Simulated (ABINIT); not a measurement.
```cif
data_ga2o3
_symmetry_space_group_name_H-M 'R-3c:H'
_symmetry_Int_Tables_number 167
_cell_length_a 4.9974
_cell_length_b 4.9974
_cell_length_c 13.4506
_cell_angle_alpha 90.000
_cell_angle_beta 90.000
_cell_angle_gamma 120.000
_cell_volume 290.91
loop_
_atom_site_label
_atom_site_type_symbol
_atom_site_symmetry_multiplicity
_atom_site_Wyckoff_symbol
_atom_site_fract_x
_atom_site_fract_y
_atom_site_fract_z
_atom_site_occupancy
Ga1 Ga 12 c 0.00000 0.00000 0.35559 1
O1 O 18 e 0.00000 0.69683 0.25000 1
_calc_subject 'Ga2O3 (R-3c): G0W0 with ABINIT, start to end'
_calc_method 'RPA screening on PBE with spin-orbit coupling, plane waves, norm-conserving pseudopotentials (and 2 further levels or steps)'
_calc_program 'ABINIT 10.8.3'
_calc_settings 'cutoff 45 Ha, PseudoDojo fully relativistic 0.4 stringent, norm-conserving, ngkpt (4, 4, 4), nband 214, ecuteps 3.6 Ha, shiftk (0, 0, 0), symchi 1, awtr 1, frequency ppm, 4×4×4 k-mesh'
_calc_cost '5 runs, 58 min in all on 32 MPI ranks of Arm Neoverse V1, shared host'
_calc_notes 'The program’s warnings: Neglecting <n,k|[Vnl,iqr]|m,k> and nproc spkpt=  >= nkpt= * nsppol=. The cell and positions are those that the Materials Project relaxed with its own functionals (PBE, PBE+U or r2SCAN), kept fixed. This is not the form that Ga2O3 usually takes at ambient conditions. Limits: screening head approximate.'
_calc_pbe_gap '2.82 eV, indirect'
_calc_g0w0_gap_on_the_mesh '4.29 eV'
_calc_g0w0_gap_over_the_zone_rigid_shift '4.26 eV'
_calc_gw_settings '4×4×4 mesh, 214 bands, screening to 98 eV, Godby-Needs plasmon pole'
_calc_known_limits 'short of the basis limit; screening head approximate'
```

[Long decimals in the printed logs are rounded to 6 places.]

[Logs are printed without paths, hosts, clocks, repeated set-up lines and the standing remarks that a program may print on its own settings, such as how far it seeks lower states.]

[Paths, hosts, dates, memory and timing lines, banners, echoed tables and standing remarks are left out of the program output; an Ansatz launch command may be rebuilt from the run's recorded settings. Measured values are a selection of at most five: reports struck by readers or far from the other reports are left out. None is set beside runs whose start may be inverted or whose files or cutoffs have a known fault.]

[Runs of the session that timed out or met a known fault of the program may be left out.]

[Hosts, paths, dates, database ids (printed as entryN), source tags and the programs' standing remarks are cut or masked in the printed files.]

[G0W0 gaps are taken among the corrected bands and points alone; a level outside them can change the order at an edge.]

[Where Ansatz stands beside ABINIT at settings called matched, ABINIT's density can come from a denser mesh and the files from another edition; pairs whose starting gaps differed by over 0.03 eV were left out, so agreement reads better than it is.]
